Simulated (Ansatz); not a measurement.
# Liquid Be13.3F58.4La1.7Li26.6 (173 atoms) by DFT dynamics, part 2 of 4

What local order and mobility does Be13.3F58.4La1.7Li26.6 (173 atoms) show in DFT dynamics?

Ansatz 0.2.0; Kohn-Sham DFT, PBE, PAW (set soft_2), plane waves.

The cell: 23 Be, 101 F, 3 La and 46 Li. Sampling is at Γ alone, for a cell whose shortest periodic width is 13 Å. No spin–orbit coupling is included.

So far. Step 3 (Melting at 1610 K): Over the second half of 600 fs the temperature averages 1696 K with swings of 99 K r.m.s. From first frame to last Li has the largest mean square displacement, 9.5 Å² at the end; the farthest move is 5.25 Å. By the end of the lags followed (0.30 ps), the least mobile element has a mean square displacement of 0.58 Å², too little over such short lags to show that the memory of the start is lost. The run spans 0.60 ps, too short for its means to be equilibrium values.

## 4. Brought to 1073 K

A Langevin thermostat brings the cell to the temperature of interest.

File input.yaml:

```yaml
crystal:
  lattice:
    - [13.2136, 0.0, 0.0]
    - [0.0, 13.2136, 0.0]
    - [0.0, 0.0, 13.2136]
  atoms:
    - { symbol: Be, position: [0.30175, 0.50863, 0.35096] }
    - { symbol: Be, position: [0.47076, 0.13594, 0.33486] }
    - { symbol: Be, position: [0.95084, 0.68033, 0.11368] }
    - { symbol: Be, position: [0.85277, 0.00277, 0.3885] }
    - { symbol: Be, position: [0.21127, 0.34175, 0.59606] }
    - { symbol: Be, position: [0.98093, 0.10449, 0.08771] }
    - { symbol: Be, position: [0.22445, 0.04274, 0.28172] }
    - { symbol: Be, position: [0.61702, 0.20508, 0.65934] }
    - { symbol: Be, position: [0.06191, 0.83025, 0.72059] }
    - { symbol: Be, position: [0.01789, 0.54544, 0.98116] }
    - { symbol: Be, position: [0.30271, 0.06041, 0.48412] }
    - { symbol: Be, position: [0.69279, 0.62139, 0.61713] }
    - { symbol: Be, position: [0.94107, 0.61686, 0.73506] }
    - { symbol: Be, position: [0.50782, 0.78823, 0.40463] }
    - { symbol: Be, position: [0.12047, 0.23662, 0.8539] }
    - { symbol: Be, position: [0.49844, 0.13059, 0.99964] }
    - { symbol: Be, position: [0.5643, 0.48594, 0.89131] }
    - { symbol: Be, position: [0.93834, 0.61415, 0.37044] }
    - { symbol: Be, position: [0.42016, 0.43402, 0.98821] }
    - { symbol: Be, position: [0.47168, 0.45489, 0.35301] }
    - { symbol: Be, position: [0.1874, 0.79581, 0.98616] }
    - { symbol: Be, position: [0.1025, 0.41215, 0.17238] }
    - { symbol: Be, position: [0.39058, 0.54135, 0.55564] }
    - { symbol: F, position: [0.51204, 0.61289, 0.17747] }
    - { symbol: F, position: [0.86665, 0.11942, 0.42218] }
    - { symbol: F, position: [0.49676, 0.01718, 0.03012] }
    - { symbol: F, position: [0.94867, 0.43879, 0.9919] }
    - { symbol: F, position: [0.48402, 0.85944, 0.51568] }
    - { symbol: F, position: [0.86389, 0.69767, 0.35595] }
    - { symbol: F, position: [0.68239, 0.24096, 0.1806] }
    - { symbol: F, position: [0.00227, 0.31779, 0.4437] }
    - { symbol: F, position: [0.85706, 0.14733, 0.06088] }
    [... 135 atom lines left out ...]
    - { symbol: Li, position: [0.95523, 0.40259, 0.32932] }
    - { symbol: Li, position: [0.41328, 0.99075, 0.12794] }
    - { symbol: Li, position: [0.97791, 0.28676, 0.05105] }
    - { symbol: Li, position: [0.07193, 0.02335, 0.89747] }
    - { symbol: Li, position: [0.87175, 0.4445, 0.86488] }
    - { symbol: Li, position: [0.82767, 0.24293, 0.76591] }
kpoints:
  mp_grid: { grid: [1, 1, 1] }
hamiltonian:
  xc: pbe
scf:
  occupations: { method: fermi_dirac, width: 0.092 }
output:
  forces: true
md:
  timestep: 2
  n_steps: 380
  ensemble: nvt_langevin
  temperature: 1073
  initial_velocities: maxwell_boltzmann
  seed: 1608
```

The run is started by

```sh
$ ansatz run input.yaml --threads 32 --pin off --max-ram 143360MiB --backend cuda --events-out ev --progress --plain --runs-dir out
```

Numbers of over 12 decimals in the logs are rounded to 6 here.

The program printed:

```text
[...]
Crystal: 173 atoms, lattice volume = 2307.084 Å³
Basis set: ecut = 420 eV, 45025 PW (Γ), exchange–correlation on 180×180×180 points (8 copies of the dense FFT grid, shifted against one another)
Bands: 635, of which v1, the nominal top of the filled ones, is band 462 counted from 1 (461 counted from 0)
Symmetry: 1 space group operations
k-points: 1
[...]
SCF iter   1: F=—  HF=-112155.890469 eV  |F-HF|=—  |Δ(HF+E_count)|=         —  Δρ=2.19e-3  dr2=2.09e-1  ethr=1.77e-3  ⟨swp⟩=6.0  Hψ=2742  notcnv=0  defer=57
[...]
SCF iter   2: F=—  HF=-112155.829994 eV  |F-HF|=—  |Δ(HF+E_count)|=   6.05e-2  Δρ=1.15e-3  dr2=6.50e-2  ethr=2.27e-5  ⟨swp⟩=3.0  Hψ=1162  notcnv=0  defer=92
[...]
SCF iter  10: F=-112155.810670 eV  HF=-112155.810670 eV  |F-HF|=2.65e-8  |Δ(HF+E_count)|=   5.71e-8  Δρ=1.82e-6  dr2=5.46e-8  ethr=1.08e-11  ⟨swp⟩=4.0  Hψ=1538  notcnv=0
SCF 1 converged in 10 iterations: F = -112155.810670 eV  dr2 = 5.46e-8
[...]
md step     0: t =     0.00 fs  T =  1066.8 K  F+E_penalty+E_count = -112155.81067012 eV  E_kin = 23.855708 eV  (10 SCF iters)
[... from here on, the SCF cycles and remarks between the steps are left out ...]
md step    24: t =    48.00 fs  T =  1372.7 K  F+E_penalty+E_count = -112167.30017835 eV  E_kin = 30.695512 eV  (8 SCF iters)
md step    52: t =   104.00 fs  T =  1150.8 K  F+E_penalty+E_count = -112167.33758296 eV  E_kin = 25.735271 eV  (8 SCF iters)
md step    80: t =   160.00 fs  T =  1036.1 K  F+E_penalty+E_count = -112169.93302542 eV  E_kin = 23.169513 eV  (9 SCF iters)
md step   108: t =   216.00 fs  T =  1008.7 K  F+E_penalty+E_count = -112171.45142466 eV  E_kin = 22.556495 eV  (8 SCF iters)
md step   136: t =   272.00 fs  T =  1150.2 K  F+E_penalty+E_count = -112171.41946040 eV  E_kin = 25.721533 eV  (8 SCF iters)
md step   164: t =   328.00 fs  T =  1060.2 K  F+E_penalty+E_count = -112172.04084172 eV  E_kin = 23.708262 eV  (8 SCF iters)
md step   192: t =   384.00 fs  T =  1029.3 K  F+E_penalty+E_count = -112172.15431967 eV  E_kin = 23.016830 eV  (8 SCF iters)
md step   220: t =   440.00 fs  T =  1038.5 K  F+E_penalty+E_count = -112174.61815337 eV  E_kin = 23.223064 eV  (9 SCF iters)
md step   248: t =   496.00 fs  T =  1037.9 K  F+E_penalty+E_count = -112172.71227040 eV  E_kin = 23.209402 eV  (8 SCF iters)
md step   276: t =   552.00 fs  T =  1081.1 K  F+E_penalty+E_count = -112171.75040016 eV  E_kin = 24.175703 eV  (8 SCF iters)
md step   304: t =   608.00 fs  T =  1074.7 K  F+E_penalty+E_count = -112172.32037474 eV  E_kin = 24.031985 eV  (8 SCF iters)
md step   332: t =   664.00 fs  T =  1070.4 K  F+E_penalty+E_count = -112174.93604264 eV  E_kin = 23.935940 eV  (8 SCF iters)
md step   360: t =   720.00 fs  T =  1030.5 K  F+E_penalty+E_count = -112172.48625444 eV  E_kin = 23.043996 eV  (9 SCF iters)
md step   368: t =   736.00 fs  T =  1053.7 K  F+E_penalty+E_count = -112173.58557791 eV  E_kin = 23.562289 eV  (8 SCF iters)
md step   372: t =   744.00 fs  T =  1029.4 K  F+E_penalty+E_count = -112174.09512533 eV  E_kin = 23.020283 eV  (8 SCF iters)
md step   376: t =   752.00 fs  T =  1075.2 K  F+E_penalty+E_count = -112175.41467727 eV  E_kin = 24.044182 eV  (8 SCF iters)
md step   379: t =   758.00 fs  T =  1100.2 K  F+E_penalty+E_count = -112174.88330210 eV  E_kin = 24.601881 eV  (8 SCF iters)
md step   380: t =   760.00 fs  T =  1095.9 K  F+E_penalty+E_count = -112174.36168567 eV  E_kin = 24.505429 eV  (9 SCF iters)
SCF converged after 9 iterations
Free energy (F): -112174.361686 eV
[...]
Internal energy: -112174.361686 eV  (E = F + TS)
E sigma→0 (E₀):  -112174.361686 eV
Fermi energy:    2.267800 eV
[...]
--- Forces (eV/Å), atoms counted from 1 ---
[... 173 lines of forces left out ...]
  max |Σ_I F_I| component: 8.68e-5 eV/Å
--- MD trajectory: 380 steps, t = 0.0 → 760.0 fs ---
[...]
```

Wall time 2.9 min (1 × NVIDIA GB200 with 32 threads of Arm Neoverse V2, shared host); peak memory 1.4 GiB.

That memory is the host's.

The trajectory, sampled:

```
time (fs)  T (K)  potential (meV/atom)
      0.0   1067                   0.0
     48.0   1373                 -66.4
    104.0   1151                 -66.6
    152.0   1112                 -79.2
    208.0   1051                 -92.2
    252.0   1175                -101.1
    304.0   1122                -102.6
    352.0   1139                -100.7
    408.0   1139                -109.0
    456.0   1047                -109.5
    506.0   1049                 -93.2
    552.0   1081                 -92.1
    608.0   1075                 -95.4
    656.0   1015                -109.6
    712.0    978                 -95.2
    760.0   1096                -107.2
```

Mean square displacement from the first frame to the last: Be 0.99 Å², F 1.5 Å², La 0.35 Å², Li 4.0 Å².

Table of mean square displacement by time lag:

```
time lag (fs)  Be (Å²)  F (Å²)  La (Å²)  Li (Å²)
            2  0.00114  5.7e-4   8.9e-5  0.00161
           16   0.0489  0.0322  0.00529   0.0894
           32   0.0841   0.103   0.0187    0.265
           64    0.146   0.249   0.0567    0.559
           80    0.175   0.313   0.0780    0.676
           96    0.205   0.372   0.0998    0.786
          112    0.236   0.427    0.122    0.897
          128    0.262   0.480    0.145     1.01
          158    0.313   0.567    0.191     1.23
          174    0.343   0.610    0.216     1.34
          190    0.369   0.651    0.241     1.44
          206    0.395   0.690    0.266     1.53
          222    0.420   0.726    0.291     1.63
          254    0.460   0.796    0.341     1.82
          268    0.482   0.826    0.363     1.92
          284    0.502   0.857    0.387     2.03
          300    0.523   0.887    0.408     2.14
          316    0.546   0.917    0.429     2.25
          348    0.576   0.981    0.462     2.48
          364    0.591    1.01    0.472     2.60
          380    0.607    1.05    0.479     2.72
```

Over the second half of 760 fs the temperature averages 1049 K with swings of 52 K r.m.s. From first frame to last Li has the largest mean square displacement, 4.0 Å² at the end; the farthest move is 4.43 Å. The run spans 0.76 ps, too short for its means to be equilibrium values.

## 5. Liquid at 1073 K

The hot cell is sampled with a Nosé–Hoover thermostat, which disturbs diffusion little, and with stress on.

File input.yaml:

```yaml
crystal:
  lattice:
    - [13.2136, 0.0, 0.0]
    - [0.0, 13.2136, 0.0]
    - [0.0, 0.0, 13.2136]
  atoms:
    - { symbol: Be, position: [0.31522, 0.39714, 0.43608] }
    - { symbol: Be, position: [0.51715, 0.07199, 0.3282] }
    - { symbol: Be, position: [0.94807, 0.63332, 0.07004] }
    - { symbol: Be, position: [0.86009, 0.05055, 0.36777] }
    - { symbol: Be, position: [0.15081, 0.35496, 0.63543] }
    - { symbol: Be, position: [0.92584, 0.07313, 0.12847] }
    - { symbol: Be, position: [0.23327, 0.98943, 0.28314] }
    - { symbol: Be, position: [0.57338, 0.23655, 0.64186] }
    - { symbol: Be, position: [0.04722, 0.85698, 0.68469] }
    - { symbol: Be, position: [0.03103, 0.44214, 0.00571] }
    - { symbol: Be, position: [0.34913, 0.04099, 0.46603] }
    - { symbol: Be, position: [0.77101, 0.59968, 0.63671] }
    - { symbol: Be, position: [0.9443, 0.65503, 0.74287] }
    - { symbol: Be, position: [0.54362, 0.77911, 0.44138] }
    - { symbol: Be, position: [0.14744, 0.12975, 0.89966] }
    - { symbol: Be, position: [0.47989, 0.03797, 0.9778] }
    - { symbol: Be, position: [0.58141, 0.539, 0.90986] }
    - { symbol: Be, position: [0.01298, 0.61476, 0.42059] }
    - { symbol: Be, position: [0.35083, 0.41948, 0.08371] }
    - { symbol: Be, position: [0.5873, 0.46597, 0.36213] }
    - { symbol: Be, position: [0.20828, 0.75999, 0.95253] }
    - { symbol: Be, position: [0.10127, 0.3745, 0.16362] }
    - { symbol: Be, position: [0.39251, 0.54405, 0.61908] }
    - { symbol: F, position: [0.56447, 0.67805, 0.16687] }
    - { symbol: F, position: [0.8074, 0.11605, 0.45386] }
    - { symbol: F, position: [0.39293, 0.02969, 0.06728] }
    - { symbol: F, position: [0.00857, 0.34196, 0.07542] }
    - { symbol: F, position: [0.52934, 0.80069, 0.55078] }
    - { symbol: F, position: [0.92534, 0.65346, 0.36856] }
    - { symbol: F, position: [0.64943, 0.18832, 0.17613] }
    - { symbol: F, position: [0.99786, 0.26228, 0.45583] }
    - { symbol: F, position: [0.84494, 0.09042, 0.05853] }
    [... 135 atom lines left out ...]
    - { symbol: Li, position: [0.07388, 0.3744, 0.4499] }
    - { symbol: Li, position: [0.42473, 0.97266, 0.18736] }
    - { symbol: Li, position: [0.96589, 0.25769, 0.25434] }
    - { symbol: Li, position: [0.20128, 0.97902, 0.7289] }
    - { symbol: Li, position: [0.81774, 0.5119, 0.85495] }
    - { symbol: Li, position: [0.9795, 0.29334, 0.79192] }
kpoints:
  mp_grid: { grid: [1, 1, 1] }
hamiltonian:
  xc: pbe
scf:
  occupations: { method: fermi_dirac, width: 0.092 }
output:
  forces: true
  stress: true
md:
  timestep: 2
  n_steps: 1900
  ensemble: nvt_nose_hoover
  temperature: 1073
  initial_velocities: maxwell_boltzmann
  seed: 4565
```

The program printed:

```text
[...]
Warning: output.stress: scf.convergence.dr2_threshold = 1e-7 eV (the SCF's general default) is looser than the 1.08e-8 eV advised for a printed stress (1e-10 eV for each atom of the cell: 173, of which 108 are counted). What an SCF threshold leaves in a stress goes as its square root, and in the free energy as the threshold itself, and one threshold admits the most on a small cell: [...]
[...]
Crystal: 173 atoms, lattice volume = 2307.084 Å³
Basis set: ecut = 420 eV, 45025 PW (Γ), exchange–correlation on 180×180×180 points (8 copies of the dense FFT grid, shifted against one another)
Bands: 635, of which v1, the nominal top of the filled ones, is band 462 counted from 1 (461 counted from 0)
Symmetry: 1 space group operations
k-points: 1
[...]
SCF iter   1: F=—  HF=-112174.424170 eV  |F-HF|=—  |Δ(HF+E_count)|=         —  Δρ=2.04e-3  dr2=1.65e-1  ethr=1.77e-3  ⟨swp⟩=5.0  Hψ=2510  notcnv=0  defer=109
[...]
SCF 1 converged in 9 iterations: F = -112174.362364 eV  dr2 = 4.94e-8
[...]
md step   160: t =   320.00 fs  T =   952.0 K  F+E_penalty+E_count = -112172.05887235 eV  E_kin = 21.166610 eV  conserved = -112150.51410277 eV  P_inst = 1.5280 GPa  (9 SCF iters)
[... from here on, the SCF cycles and remarks between the steps are left out ...]
md step   380: t =   760.00 fs  T =  1078.5 K  F+E_penalty+E_count = -112175.76546389 eV  E_kin = 23.978173 eV  conserved = -112150.52247799 eV  P_inst = 0.6162 GPa  (9 SCF iters)
md step   600: t =  1200.00 fs  T =  1059.4 K  F+E_penalty+E_count = -112173.40564593 eV  E_kin = 23.553647 eV  conserved = -112150.52243521 eV  P_inst = 0.2365 GPa  (9 SCF iters)
md step   820: t =  1640.00 fs  T =  1032.1 K  F+E_penalty+E_count = -112171.12892372 eV  E_kin = 22.947133 eV  conserved = -112150.49186664 eV  P_inst = 1.2882 GPa  (9 SCF iters)
md step  1040: t =  2080.00 fs  T =  1163.2 K  F+E_penalty+E_count = -112171.56619242 eV  E_kin = 25.861218 eV  conserved = -112150.51089894 eV  P_inst = -0.1305 GPa  (9 SCF iters)
md step  1260: t =  2520.00 fs  T =  1158.2 K  F+E_penalty+E_count = -112171.51973112 eV  E_kin = 25.750067 eV  conserved = -112150.51487954 eV  P_inst = 1.2033 GPa  (9 SCF iters)
md step  1480: t =  2960.00 fs  T =  1039.8 K  F+E_penalty+E_count = -112172.76842904 eV  E_kin = 23.118067 eV  conserved = -112150.51589425 eV  P_inst = 0.5999 GPa  (9 SCF iters)
md step  1700: t =  3400.00 fs  T =  1049.9 K  F+E_penalty+E_count = -112173.98436944 eV  E_kin = 23.342473 eV  conserved = -112150.51667994 eV  P_inst = 0.8542 GPa  (9 SCF iters)
md step  1899: t =  3798.00 fs  T =  1101.6 K  F+E_penalty+E_count = -112169.97334088 eV  E_kin = 24.492596 eV  conserved = -112150.49978152 eV  P_inst = 1.0202 GPa  (6 SCF iters)
md step  1900: t =  3800.00 fs  T =  1108.2 K  F+E_penalty+E_count = -112170.10058688 eV  E_kin = 24.637920 eV  conserved = -112150.48911846 eV  P_inst = 1.0015 GPa  (9 SCF iters)
SCF converged after 9 iterations
Free energy (F): -112170.100587 eV
[...]
Internal energy: -112170.100587 eV  (E = F + TS)
E sigma→0 (E₀):  -112170.100587 eV
Entropy (-TS):   -0.000000 eV (-0.000 meV/atom)
Fermi energy:    2.050273 eV
[...]
--- Forces (eV/Å), atoms counted from 1 ---
[... 173 lines of forces left out ...]
  max |Σ_I F_I| component: 1.81e-4 eV/Å
--- Stress (GPa, compression-positive) ---
       -0.116371      -0.245688      -0.202319
       -0.245693       0.344128       0.334433
       -0.202315       0.334434      -0.665214
  P = ⅓ Tr σ = -0.1458 GPa (-1.458 kbar)
--- MD trajectory: 1900 steps, t = 0.0 → 3800.0 fs ---
[...]
conserved energy: peak-to-peak 8.129e-2 eV (4.699e-4 eV/atom) over 3800.0 fs
```

It took 15 min on 1 × NVIDIA GB200 with 32 threads; peak memory 1.5 GiB; 79 min of CPU time.

That memory is the host's.

The program notes that the SCF threshold is loose for the stress.

The trajectory, sampled:

```
time (fs)  T (K)  potential (meV/atom)  conserved (meV/atom)
      0.0   1073                   0.0                  0.00
    280.0   1105                  -9.2                 -0.20
    520.0   1110                  14.5                  0.06
    760.0   1079                  -8.1                 -0.09
   1040.0   1037                  30.8                  0.09
   1280.0   1050                   3.2                 -0.11
   1520.0   1172                  12.1                  0.00
   1760.0    963                  13.9                 -0.09
   2040.0   1187                  16.7                  0.07
   2280.0    979                  14.9                 -0.10
   2520.0   1158                  16.4                 -0.05
   2760.0   1019                  11.6                 -0.12
   3040.0   1061                  19.8                  0.01
   3280.0   1052                  20.3                  0.11
   3520.0    975                   3.9                 -0.08
   3800.0   1108                  24.6                  0.10
```

Mean square displacement from the first frame to the last: Be 4.4 Å², F 7.2 Å², La 3.7 Å², Li 17 Å².

The mean square displacement by time lag:

```
time lag (fs)  Be (Å²)  F (Å²)  La (Å²)  Li (Å²)
            2  0.00122  5.6e-4   8.2e-5  0.00153
           80    0.200   0.370    0.100    0.705
          160    0.394   0.719    0.286     1.19
          318    0.655    1.16    0.644     1.95
          396    0.755    1.34    0.814     2.27
          476    0.849    1.51    0.980     2.60
          554    0.953    1.68     1.12     2.93
          634     1.05    1.84     1.25     3.25
          792     1.20    2.11     1.43     3.91
          870     1.26    2.23     1.53     4.20
          950     1.32    2.35     1.65     4.50
         1030     1.39    2.48     1.76     4.82
         1108     1.47    2.61     1.86     5.16
         1266     1.64    2.86     2.05     5.84
         1346     1.71    2.95     2.13     6.17
         1424     1.78    3.05     2.21     6.52
         1504     1.87    3.18     2.30     6.89
         1582     1.97    3.33     2.37     7.28
         1740     2.15    3.59     2.46     8.01
         1820     2.24    3.70     2.51     8.33
         1900     2.32    3.80     2.59     8.63
```

The vibrational density of states has structure finer than the step of the table below, so its rows give means over 100 cm⁻¹, whole bins alone (the curve runs from 0 to 1497 cm⁻¹). Peaks (cm⁻¹: height): Be 65.8: 0.0989, 652.4: 0.213, 767.6: 0.388, 811.4: 0.339; F 82.2: 1.61, 290.6: 1.19; La 76.8: 0.19, 115.1: 0.0981; Li 142.5: 0.59, 235.8: 0.575, 290.6: 0.59, 389.3: 0.483.

From 1521 steps of 2.0 fs, resolution about 11 cm-1. Vibrational density of states against wavenumber; means over each step; values in 1e-3 per cm⁻¹:

```
wavenumber (cm⁻¹)       Be        F       La       Li
              100   0.0755     1.48    0.101    0.439
              200   0.0535     1.21   0.0195    0.531
              300   0.0564    0.995   0.0106    0.513
              400   0.0918    0.688  0.00646    0.435
              500   0.0907    0.363  0.00165    0.341
              600    0.155    0.190   7.1e-4    0.185
              700    0.238   0.0960   4.1e-4   0.0888
              800    0.306   0.0883   2.3e-4   0.0435
              900    0.180   0.0536   9.3e-5   0.0255
             1000   0.0688   0.0227   2.3e-5   0.0123
             1100   0.0319   0.0115   8.3e-6  0.00597
             1200   0.0113  0.00521   2.7e-6  0.00362
             1300  0.00764  0.00339   1.3e-6  0.00202
             1400  0.00616  0.00240   5.1e-7  0.00117
```

Over the second half of 3800 fs the temperature averages 1073 K with swings of 72 K r.m.s. The conserved energy stays within 0.47 meV/atom, peak to peak. From first frame to last Li has the largest mean square displacement, 17 Å² at the end; the farthest move is 8.10 Å. By the end of the lags followed (1.90 ps), the least mobile element has a mean square displacement of 2.3 Å². The slope of the later half of the mean square displacement gives diffusion coefficients of about 2.6e-5 cm²/s (F), 1.6e-5 cm²/s (La) and 7.4e-5 cm²/s (Li); over so short a run these are rough. The most distinct maxima of the vibrational density of states (Be) lie at 66, 652, 768 and 811 cm⁻¹, the highest at 768 cm⁻¹. The run spans 3.80 ps, short against slow rearrangements.

(Part 2 of 4 ends here.)

[Logs are printed without paths, hosts, clocks, repeated set-up lines and the standing remarks that a program may print on its own settings, such as how far it seeks lower states.]

[Hosts, paths, dates, database ids (printed as entryN), source tags and the programs' standing remarks are cut or masked in the printed files.]
